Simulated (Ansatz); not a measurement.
**KZr, from a guessed structure to a relaxed one**

This structure for KZr is made up. Its elements were placed in a known structure type with a cell scaled to their sizes. What cell does the guess relax to, and how far off was it?

Program: Ansatz 0.2.0. Level of theory: DFT, PBE, plane-wave PAW, files of the set soft_1, scalar-relativistic, no spin, cell and ions relaxed at zero pressure; PAW set soft_1. Results are calculated unless marked as measured.

**1. The structure**

Symmetry: R-3m, No. 166, trigonal system. The conventional cell has a = 3.847 Å, b = 3.847 Å, c = 19.815 Å, α = 90.00°, β = 90.00°, γ = 120.00°. Nearest to Zr lie 6 Zr at 3.85 Å and 6 K at 3.98 Å. K has 6 K at 3.85 Å and 6 Zr at 3.98 Å nearest. Farther neighbours are not listed.

**2. Relaxation of the guess**

The guessed cell has no reason to be at equilibrium. It is relaxed with the atoms, within the space group of the guess.

input.yaml reads:

```yaml
crystal:
  lattice:
    - [1.9235, 1.110533243, 6.605]
    - [-1.9235, 1.110533243, 6.605]
    - [0.0, -2.221066486, 6.605]
  atoms:
    - { symbol: Zr, position: [0.5, 0.5, 0.5] }
    - { symbol: K, position: [0.0, 0.0, 0.0] }
kpoints:
  mp_grid: { grid: [8, 8, 8] }
scf:
  occupations: { method: fermi_dirac, width: 0.05 }
hamiltonian:
  xc: pbe
  pseudopotentials: { kind: paw, azcp: { folder: soft_1 } }
relax:
  f_tol: 0.015
  max_steps: 70
  cell: {}
output:
  forces: true
  stress: true
```

The run is started by

```sh
> ansatz run input.yaml --threads 4 --pin off --max-ram 8192MiB --backend cpu --events-out ev --progress --plain --runs-dir out
```

Numbers of over 12 decimals in the logs are rounded to 6 here.

Log:

```text
basis.fft_grid_basis auto: the FFT boxes are laid along the combinations [[1, 0, -1], [0, 1, -1], [0, 0, 1]] of the cell's own vectors, 3.847, 3.847 and 6.968 Å long. The dense box has 27×27×48 points. Along the cell's own vectors, as sized, it would have 48×48×48, 3.16 times as many. Of the 12 symmetry operations that the crystal satisfies within crystal.symmetry.tolerance (time reversal apart; of a slab, those that [...]
Engine: ansatz 0.2.0, aarch64-unknown-linux-gnu
Pseudopotentials: kind: paw
Pseudopotential: Zr, paw, valence charge 12, recommended cutoff 420 eV (normal), soft_1/Zr.paw.azcp
Pseudopotential: K, paw, valence charge 9, recommended cutoff 420 eV (normal), soft_1/K.paw.azcp
Functional definition: PBE
  parameter kappa = 0.804
  parameter beta = 0.066725
  exchange = pbe_x(kappa = kappa, mu = beta*pi^2/3)
  correlation = pbe_c(beta = beta)
Crystal: 2 atoms, lattice volume = 84.654 Å³
Basis set: ecut = 420 eV, 1667 PW (Γ), FFT grids on a1−a3, a2−a3, a3, exchange–correlation on 54×54×96 points (8 copies of the dense FFT grid, shifted against one another)
Bands: 15, of which v1, the nominal top of the filled ones, is band 11 counted from 1 (10 counted from 0)
Symmetry: 12 space group operations
Space group: R-3m (ITA 166), of the structure as read, at distance tolerance 4.4e-5 Å
k-points: 65 of 512
Non-local potential: Zr, projectors of the file, l = 0: 3, l = 1: 2, l = 2: 2, l = 3: 1
Non-local potential: K, projectors of the file, l = 0: 3, l = 1: 2, l = 2: 2
PAW form: soft (Blöchl's): semilocal exchange-correlation on the pseudo side does not see the compensation charge
PAW one-centre angular grid: Zr, 590 points (default); XC on 64 Gauss nodes
PAW one-centre angular grid: K, 110 points (default); XC on 64 Gauss nodes
Initial density: superposition of atomic densities (chi_scale 0.1, normalization cell, long waves kept (reshape's long-wave potential 0.01 eV rms))
Initial wavefunctions: pseudopotential atomic-orbital guess
Functional: x = pbe(κ = 0.804, μ = 0.219515), c = pbe(β = 0.066725)
SCF iter   1: F=—  HF=-5719.358551 eV  |F-HF|=—  |Δ(HF+E_count)|=         —  Δρ=2.53e-2  dr2=1.39e0  ethr=3.10e-3  ⟨swp⟩=6.0  Hψ=5307  notcnv=0
preconditioner: auto → Kerker (q_TF=auto, 2.163 Å⁻¹)  [metal: Δε(μ)=0.005 eV  Ē_g=2.337 eV  σ=0.050 eV  W_gap=0.03  n_scr=16 (ndim 8)  ℏωp=9.0 eV  f_vac=0.000  D(μ)=5.75/eV (n_scr^D=60)]
SCF iter   2: F=—  HF=-5719.073671 eV  |F-HF|=—  |Δ(HF+E_count)|=   2.85e-1  Δρ=1.01e-2  dr2=2.07e-1  ethr=3.10e-3  ⟨swp⟩=2.3  Hψ=1955  notcnv=0
SCF iter   3: F=—  HF=-5719.039730 eV  |F-HF|=—  |Δ(HF+E_count)|=   3.39e-2  Δρ=3.02e-3  dr2=1.01e-2  ethr=9.86e-4  ⟨swp⟩=2.1  Hψ=1433  notcnv=0
SCF iter   4: F=—  HF=-5719.041755 eV  |F-HF|=—  |Δ(HF+E_count)|=   2.03e-3  Δρ=9.86e-4  dr2=2.01e-3  ethr=4.79e-5  ⟨swp⟩=2.1  Hψ=1662  notcnv=0
SCF iter   5: F=—  HF=-5719.041765 eV  |F-HF|=—  |Δ(HF+E_count)|=   9.30e-6  Δρ=3.51e-4  dr2=2.89e-4  ethr=9.55e-6  ⟨swp⟩=1.2  Hψ=987  notcnv=0
SCF iter   6: F=—  HF=-5719.041772 eV  |F-HF|=—  |Δ(HF+E_count)|=   7.18e-6  Δρ=1.43e-4  dr2=7.03e-5  ethr=1.38e-6  ⟨swp⟩=2.0  Hψ=1101  notcnv=0
SCF iter   7: F=—  HF=-5719.041765 eV  |F-HF|=—  |Δ(HF+E_count)|=   6.66e-6  Δρ=4.49e-5  dr2=2.51e-6  ethr=3.35e-7  ⟨swp⟩=2.0  Hψ=1128  notcnv=0
SCF iter   8: F=—  HF=-5719.041766 eV  |F-HF|=—  |Δ(HF+E_count)|=   4.04e-7  Δρ=1.44e-5  dr2=2.95e-7  ethr=1.19e-8  ⟨swp⟩=2.6  Hψ=1388  notcnv=0
SCF iter   9: F=-5719.041766 eV  HF=-5719.041766 eV  |F-HF|=6.02e-10  |Δ(HF+E_count)|=   7.43e-8  Δρ=3.70e-6  dr2=1.15e-8  ethr=4.76e-10  ⟨swp⟩=4.0  Hψ=3047  notcnv=0
SCF 1 converged in 9 iterations: F = -5719.041766 eV  dr2 = 1.15e-8
  greatest PAW one-centre occupation: 0.996 electrons in one spin orbital (limit 2), on the Zr atom at site 0 (counted from 0), in its partial waves of l = 0
relax step   1: F+E_penalty+E_count = -5719.04176566 eV  Δ(F+E_penalty+E_count) = +0.000e0 eV  max|allowed force component| = 4.207e-30 eV/Å  Δτ_max = 0.0000 Å  P = -4.904 GPa  Ω = 84.654 Å³  (9 SCF iters, dr2 threshold 1.00e-7 eV, accepted)
Crystal: 2 atoms, lattice volume = 77.267 Å³
Basis set: ecut = 420 eV, 1481 PW (Γ), FFT grids on a1−a3, a2−a3, a3, exchange–correlation on 54×54×96 points (8 copies of the dense FFT grid, shifted against one another)
Initial density: handed on by an earlier stage of this run
Initial wavefunctions: those handed on with the density
iter 1 solved again at ethr=9.76e-5 eV; its pass at ethr=3.10e-3 eV (dr2=2.05e-2 eV) is discarded
SCF iter   1: F=—  HF=-5719.418152 eV  |F-HF|=—  |Δ(HF+E_count)|=         —  Δρ=3.20e-3  dr2=2.07e-2  ethr=9.76e-5  ⟨swp⟩=1.0  Hψ=7038  notcnv=0
preconditioner: auto → Kerker (q_TF=auto, 2.196 Å⁻¹)  [metal: Δε(μ)=0.013 eV  Ē_g=2.410 eV  σ=0.050 eV  W_gap=0.06  n_scr=16 (ndim 8)  ℏωp=9.4 eV  f_vac=0.000  D(μ)=4.76/eV (n_scr^D=42)]
SCF iter   2: F=—  HF=-5719.415221 eV  |F-HF|=—  |Δ(HF+E_count)|=   2.93e-3  Δρ=1.55e-3  dr2=7.15e-3  ethr=9.76e-5  ⟨swp⟩=1.0  Hψ=975  notcnv=0
SCF iter   3: F=—  HF=-5719.414002 eV  |F-HF|=—  |Δ(HF+E_count)|=   1.22e-3  Δρ=4.85e-4  dr2=7.66e-4  ethr=3.41e-5  ⟨swp⟩=1.1  Hψ=994  notcnv=0
SCF iter   4: F=—  HF=-5719.413829 eV  |F-HF|=—  |Δ(HF+E_count)|=   1.73e-4  Δρ=2.13e-4  dr2=1.11e-4  ethr=3.65e-6  ⟨swp⟩=2.1  Hψ=1631  notcnv=0
SCF iter   5: F=—  HF=-5719.413810 eV  |F-HF|=—  |Δ(HF+E_count)|=   1.85e-5  Δρ=8.39e-5  dr2=9.55e-6  ethr=5.28e-7  ⟨swp⟩=2.0  Hψ=1153  notcnv=0
SCF iter   6: F=—  HF=-5719.413810 eV  |F-HF|=—  |Δ(HF+E_count)|=   6.87e-7  Δρ=2.02e-5  dr2=3.48e-7  ethr=4.55e-8  ⟨swp⟩=1.2  Hψ=1036  notcnv=0
SCF iter   7: F=-5719.413810 eV  HF=-5719.413810 eV  |F-HF|=2.30e-8  |Δ(HF+E_count)|=   1.49e-7  Δρ=6.94e-6  dr2=2.41e-8  ethr=9.52e-10  ⟨swp⟩=4.0  Hψ=3295  notcnv=0
SCF 2 converged in 7 iterations: F = -5719.413810 eV  dr2 = 2.41e-8
relax step   2: F+E_penalty+E_count = -5719.41380996 eV  Δ(F+E_penalty+E_count) = -3.720e-1 eV  max|allowed force component| = 3.471e-29 eV/Å  Δτ_max = 0.0000 Å  P = -4.354 GPa  Ω = 77.267 Å³  energy of the carried Pulay correction = +1.124e-4 eV  (7 SCF iters, dr2 threshold 2.00e-7 eV, accepted)
Crystal: 2 atoms, lattice volume = 70.154 Å³
Basis set: ecut = 420 eV, 1373 PW (Γ), FFT grids on a1−a3, a2−a3, a3, exchange–correlation on 54×54×96 points (8 copies of the dense FFT grid, shifted against one another)
iter 1 solved again at ethr=1.11e-4 eV; its pass at ethr=3.10e-3 eV (dr2=2.33e-2 eV) is discarded
SCF iter   1: F=—  HF=-5719.730547 eV  |F-HF|=—  |Δ(HF+E_count)|=         —  Δρ=2.83e-3  dr2=2.38e-2  ethr=1.11e-4  ⟨swp⟩=1.0  Hψ=6919  notcnv=0
preconditioner: auto → Kerker (q_TF=auto, 2.231 Å⁻¹)  [metal: Δε(μ)=0.025 eV  Ē_g=2.679 eV  σ=0.050 eV  W_gap=0.12  n_scr=16 (ndim 8)  ℏωp=9.9 eV  f_vac=0.000  D(μ)=3.24/eV (n_scr^D=30)]
SCF iter   2: F=—  HF=-5719.727796 eV  |F-HF|=—  |Δ(HF+E_count)|=   2.75e-3  Δρ=1.66e-3  dr2=1.00e-2  ethr=1.11e-4  ⟨swp⟩=1.0  Hψ=975  notcnv=0
SCF iter   3: F=—  HF=-5719.725903 eV  |F-HF|=—  |Δ(HF+E_count)|=   1.89e-3  Δρ=5.23e-4  dr2=6.24e-4  ethr=4.78e-5  ⟨swp⟩=1.7  Hψ=1068  notcnv=0
SCF iter   4: F=—  HF=-5719.725750 eV  |F-HF|=—  |Δ(HF+E_count)|=   1.54e-4  Δρ=1.99e-4  dr2=5.41e-5  ethr=2.97e-6  ⟨swp⟩=2.1  Hψ=1398  notcnv=0
SCF iter   5: F=—  HF=-5719.725742 eV  |F-HF|=—  |Δ(HF+E_count)|=   8.15e-6  Δρ=7.28e-5  dr2=6.81e-6  ethr=2.57e-7  ⟨swp⟩=2.2  Hψ=1296  notcnv=0
SCF iter   6: F=—  HF=-5719.725741 eV  |F-HF|=—  |Δ(HF+E_count)|=   4.33e-7  Δρ=1.77e-5  dr2=2.62e-7  ethr=3.24e-8  ⟨swp⟩=2.0  Hψ=1303  notcnv=0
SCF iter   7: F=-5719.725741 eV  HF=-5719.725741 eV  |F-HF|=1.18e-8  |Δ(HF+E_count)|=   9.64e-8  Δρ=5.31e-6  dr2=1.43e-8  ethr=9.52e-10  ⟨swp⟩=4.0  Hψ=3128  notcnv=0
SCF 3 converged in 7 iterations: F = -5719.725741 eV  dr2 = 1.43e-8
relax step   3: F+E_penalty+E_count = -5719.72574140 eV  Δ(F+E_penalty+E_count) = -3.119e-1 eV  max|allowed force component| = 8.415e-30 eV/Å  Δτ_max = 0.0000 Å  P = -3.059 GPa  Ω = 70.154 Å³  energy of the carried Pulay correction = +2.319e-4 eV  (7 SCF iters, dr2 threshold 2.00e-7 eV, accepted)
[...]
relax step   4: F+E_penalty+E_count = -5719.90509261 eV  Δ(F+E_penalty+E_count) = -1.794e-1 eV  max|allowed force component| = 6.732e-29 eV/Å  Δτ_max = 0.0000 Å  P = -0.560 GPa  Ω = 63.762 Å³  energy of the carried Pulay correction = +3.477e-4 eV  (7 SCF iters, dr2 threshold 2.00e-7 eV, accepted)
[...]
relax step   5: F+E_penalty+E_count = -5719.91682627 eV  Δ(F+E_penalty+E_count) = -1.173e-2 eV  max|allowed force component| = 6.521e-29 eV/Å  Δτ_max = 0.0000 Å  P = +0.627 GPa  Ω = 61.964 Å³  energy of the carried Pulay correction = +3.777e-4 eV  (7 SCF iters, dr2 threshold 2.00e-7 eV, accepted)
[...]
relax step   6: F+E_penalty+E_count = -5719.91922323 eV  Δ(F+E_penalty+E_count) = -2.397e-3 eV  max|allowed force component| = 1.686e-28 eV/Å  Δτ_max = 0.0000 Å  P = -0.078 GPa  Ω = 63.280 Å³  energy of the carried Pulay correction = +3.488e-4 eV  (5 SCF iters, dr2 threshold 2.00e-7 eV, accepted)
[...]
relax step   7: F+E_penalty+E_count = -5719.91929782 eV  Δ(F+E_penalty+E_count) = -7.458e-5 eV  max|allowed force component| = 1.683e-29 eV/Å  Δτ_max = 0.0000 Å  P = -0.002 GPa  Ω = 63.102 Å³  energy of the carried Pulay correction = +3.532e-4 eV  (5 SCF iters, dr2 threshold 5.61e-8 eV, accepted)
Basis set: ecut = 420 eV, 1241 PW (Γ), FFT grids on a1−a3, a2−a3, a3, exchange–correlation on 48×48×100 points (8 copies of the dense FFT grid, shifted against one another)
Initial wavefunctions: pseudopotential atomic-orbital guess (no wavefunctions were taken with the density)
iter 1 solved again at ethr=4.98e-6 eV; its pass at ethr=3.10e-3 eV (dr2=1.05e-3 eV) is discarded
SCF iter   1: F=—  HF=-5719.919101 eV  |F-HF|=—  |Δ(HF+E_count)|=         —  Δρ=7.72e-5  dr2=4.22e-7  ethr=4.98e-6  ⟨swp⟩=2.1  Hψ=7487  notcnv=0
eigensolver tolerance schedule: the retry pair's looser diagonalisation over-reported the residual by 2474.70 of it (diagonalisation noise at an unbounded share of the residual, at the tolerance the schedule requests for it); recorded, not acted on — ethr = c·dr2/N_el stays at c = 1.0e-1
preconditioner: auto → Kerker (q_TF=auto, 2.271 Å⁻¹)  [metal: Δε(μ)=0.003 eV  Ē_g=2.937 eV  σ=0.050 eV  W_gap=0.01  n_scr=10 (ndim 8)  ℏωp=10.5 eV  f_vac=0.000  D(μ)=3.04/eV (n_scr^D=30)]
SCF iter   2: F=—  HF=-5719.919104 eV  |F-HF|=—  |Δ(HF+E_count)|=   2.98e-6  Δρ=4.04e-5  dr2=1.13e-7  ethr=2.01e-9  ⟨swp⟩=2.2  Hψ=1690  notcnv=0
SCF iter   3: F=—  HF=-5719.919104 eV  |F-HF|=—  |Δ(HF+E_count)|=   4.58e-7  Δρ=2.50e-6  dr2=5.41e-9  ethr=5.38e-10  ⟨swp⟩=2.0  Hψ=1555  notcnv=0
SCF iter   4: F=—  HF=-5719.919104 eV  |F-HF|=—  |Δ(HF+E_count)|=  7.08e-10  Δρ=8.15e-7  dr2=1.21e-9  ethr=2.58e-11  ⟨swp⟩=2.0  Hψ=1208  notcnv=0
SCF iter   5: F=—  HF=-5719.919104 eV  |F-HF|=—  |Δ(HF+E_count)|=  1.55e-10  Δρ=3.18e-7  dr2=2.62e-10  ethr=5.77e-12  ⟨swp⟩=1.4  Hψ=1038  notcnv=0
SCF iter   6: F=-5719.919104 eV  HF=-5719.919104 eV  |F-HF|=0.00e0  |Δ(HF+E_count)|=  3.82e-11  Δρ=7.06e-8  dr2=3.52e-12  ethr=1.00e-12  ⟨swp⟩=4.0  Hψ=4327  notcnv=0
SCF 8 converged in 6 iterations: F = -5719.919104 eV  dr2 = 3.52e-12
relax step   8: F+E_penalty+E_count = -5719.91910427 eV  Δ(F+E_penalty+E_count) = +1.935e-4 eV  max|allowed force component| = 7.573e-29 eV/Å  Δτ_max = 0.0000 Å  P = -0.003 GPa  Ω = 63.102 Å³  stress off target by 8.85e-3 GPa  SCF on the basis re-selected at this cell (its energy is not comparable with the rows above)  (6 SCF iters)
basis re-selected at this cell: Δ(F+E_penalty+E_count) = +1.935e-4 eV, ΔP = -0.001 GPa vs the last step (what re-selecting the basis moved, of the pressure what is left beyond the Pulay correction that the steps carried, after the strain that the cell walked since its last selection, with what the two solves' SCF thresholds leave and, on support functions, any second-order correction that the steps lacked; it is no measure of the basis error at this ecutwfc). The dense FFT grid was sized anew with the basis: this SCF ran on 24×24×50 points, the steps before it on 27×27×48, so part of this shift can come from that change (see relax.cell in the input reference). [rest of the remark cut]
SCF converged after 6 iterations
Free energy (F): -5719.919104 eV
Harris-Foulkes:  -5719.919104 eV  (|F-HF|=0.00e0)
Internal energy: -5719.894161 eV  (E = F + TS)
E sigma→0 (E₀):  -5719.906632 eV
Entropy (-TS):   -0.024944 eV (-12.472 meV/atom)
Fermi energy:    7.990562 eV
--- Per-component energies (eV) ---
  E_band       = -253.436141
  E_kinetic    = 567.614656
  E_local      = -1378.226284  (includes V_loc(G=0)·N_el)
  E_nonlocal   = 88.921099
  E_hartree    = 468.716912
  E_xc         = -287.970465
  E_vxc        = -345.368691  (∫ρ·V_xc dr)
  E_paw        = -3746.141663  (= ΣΔE_a)
  E_vpaw       = -123.810720  (= ΣTr[D̂ρ^β])
  E_aug_tail   = -0.000029  (compensation charges beyond the density's cutoff)
  E_ewald      = -1432.808385
  E_smearing   = -0.024944  (= −TS)
  E_closure    = -0.000000  (closes the sum)
  Σ components = -5719.919104   (vs F -5719.919104, Δ=0.00e0)
--- Forces (eV/Å), atoms counted from 1 ---
  atom   1  Zr     0.00000000    -0.00000000     0.00000000
  atom   2  K      0.00000000     0.00000000    -0.00000000
  max |Σ_I F_I| component: 1.18e-28 eV/Å
--- Stress (GPa, compression-positive) ---
        0.000504       0.000000       0.000000
        0.000000       0.000504       0.000000
        0.000000       0.000000      -0.008846
  P = ⅓ Tr σ = -0.0026 GPa (-0.026 kbar)
--- Relaxed structure (7 steps of the walk, 7 accepted, 1 SCFs on fresh bases) ---
  F+E_penalty+E_count = -5719.91910427 eV   max|allowed force component| = 7.573e-29 eV/Å   (the final SCF, on the basis selected at the relaxed cell)
  cell:  # Å, volume = 63.1022 Å³
    - [1.615964, 0.932977, 6.975752]
    - [-1.615964, 0.932977, 6.975752]
    - [0, -1.865954, 6.975752]
  atoms:
    - { symbol: Zr, position: [0.500000, 0.500000, 0.5] }
    - { symbol: K, position: [0, 0, 0] }
```

It took 7.1 s on 4 threads of Arm Neoverse V2, shared host; peak memory 0.41 GiB.

Relaxation path:

| step | energy less that of the first step (eV) | largest force component (eV/Å) | pressure (GPa) | volume (Å³) |
| --- | --- | --- | --- | --- |
| 1 | 0.0000 | 0.0000 | -4.90 | 84.65 |
| 2 | -0.3720 | 0.0000 | -4.35 | 77.27 |
| 3 | -0.6840 | 0.0000 | -3.06 | 70.15 |
| 4 | -0.8633 | 0.0000 | -0.56 | 63.76 |
| 5 | -0.8751 | 0.0000 | 0.63 | 61.96 |
| 6 | -0.8775 | 0.0000 | -0.08 | 63.28 |
| 7 | -0.8775 | 0.0000 | 0.00 | 63.10 |
| 8* | -0.8773 | 0.0000 | 0.00 | 63.10 |

Relaxation steps marked * repeat the geometry before them on a plane-wave basis chosen anew for their cell, so energy and pressure can jump there.

The run keeps the 12 symmetry operations that it works with, so distortions that break them were not tested.

| cell as run | before | after | change |
| --- | --- | --- | --- |
| a (Å) | 6.968 | 7.221 | +3.6 % |
| b (Å) | 6.968 | 7.221 | +3.6 % |
| c (Å) | 6.968 | 7.221 | +3.6 % |
| α (°) | 32.05 | 25.86 | -19.3 % |
| β (°) | 32.05 | 25.86 | -19.3 % |
| γ (°) | 32.05 | 25.86 | -19.3 % |
| volume (Å³/atom) | 42.33 | 31.55 | -25.5 % |

The relaxed structure:

```xyz
2
Lattice="1.6160 0.9330 6.9758 -1.6160 0.9330 6.9758 0.0000 -1.8660 6.9758" Properties=species:S:1:pos:R:3 pbc="T T T"
Zr    0.0000    0.0000   10.4636
K     0.0000    0.0000    0.0000
```

Numbers from this step:

* free energy: -5719.9191 eV
* energy at zero smearing: -5719.9066 eV
* smearing term TS: 0.02494 eV
* Fermi energy: 7.991 eV
* electrons: 21
* symmetry operations: 12
* pressure: -0.002613 GPa

The shortest distance of each pair, which need not be the same contact before and after:

| pair | guess (Å) | relaxed (Å) |
| --- | --- | --- |
| Zr–Zr | 3.847 | 3.232 |
| K–K | 3.847 | 3.232 |
| K–Zr | 3.980 | 3.956 |

The relaxation ends with a pressure of 0.00 GPa.

**3. Summary of results**

* space group, relaxed: R-3m
* conventional cell: a = 3.232, b = 3.232, c = 20.927 Å; α = 90.0°, β = 90.0°, γ = 120.0°
* volume per atom: 31.55 Å³ (guess 42.33)

KZr relaxes to R-3m with a = 3.232, b = 3.232 and c = 20.927 Å. The guessed volume was 34 % too large. The space group R-3m was held in the relaxation, so the end point is a stationary structure within it and may be a saddle against distortions or other arrangements. Mesh and cutoff weren't tested. No dispersion term is used, so weakly bound directions may come out too long. Nothing here tests whether the compound is stable against decomposition.

[Logs are printed without paths, hosts, clocks, repeated set-up lines and the standing remarks that a program may print on its own settings, such as how far it seeks lower states.]

[Hosts, paths, dates, database ids (printed as entryN), source tags and the programs' standing remarks are cut or masked in the printed files.]
